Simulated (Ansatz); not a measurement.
# Direct or indirect: Al2O3 (R-3c)

```cif
data_structure
_symmetry_space_group_name_H-M 'P 1'
_symmetry_Int_Tables_number 1
_cell_length_a 5.1302
_cell_length_b 5.1302
_cell_length_c 5.1302
_cell_angle_alpha 55.287
_cell_angle_beta 55.287
_cell_angle_gamma 55.287
_cell_volume 85.02
loop_
_atom_site_label
_atom_site_type_symbol
_atom_site_fract_x
_atom_site_fract_y
_atom_site_fract_z
_atom_site_occupancy
Al1 Al 0.85216 0.85216 0.85216 1
Al2 Al 0.64784 0.64784 0.64784 1
Al3 Al 0.14784 0.14784 0.14784 1
Al4 Al 0.35216 0.35216 0.35216 1
O1 O 0.05668 0.75000 0.44332 1
O2 O 0.75000 0.44332 0.05668 1
O3 O 0.44332 0.05668 0.75000 1
O4 O 0.94332 0.25000 0.55668 1
O5 O 0.25000 0.55668 0.94332 1
O6 O 0.55668 0.94332 0.25000 1
```

Method: Ansatz, PBE, independent particles, without spin-orbit coupling, line width 0.1 eV (Gaussian). The band structure gives a fundamental gap of 6.22 eV. The spectrum of vertical transitions near the edge:

```
E (eV)  Im ε, E ∥ xy  Im ε, E ∥ z
  5.76          0.00         0.00
  5.88          0.00         0.00
  6.00          0.00         0.00
  6.12          0.00         0.01
  6.24          0.07         0.11
  6.36          0.24         0.27
  6.48          0.36         0.38
  6.60          0.44         0.45
  6.72          0.49         0.51
  6.84          0.54         0.56
  6.96          0.58         0.60
  7.08          0.62         0.64
  7.20          0.66         0.69
  7.32          0.70         0.72
  7.44          0.73         0.75
```

Problem. Is the gap direct or indirect, and about where do vertical transitions set in?

Solution. Direct: the band path has its least direct gap at the fundamental one, 6.22 eV, and the curves rise from there. Lines are broadened by 0.1 eV, which spreads the edge.

[Logs are printed without paths, hosts, clocks, repeated set-up lines and the standing remarks that a program may print on its own settings, such as how far it seeks lower states.]
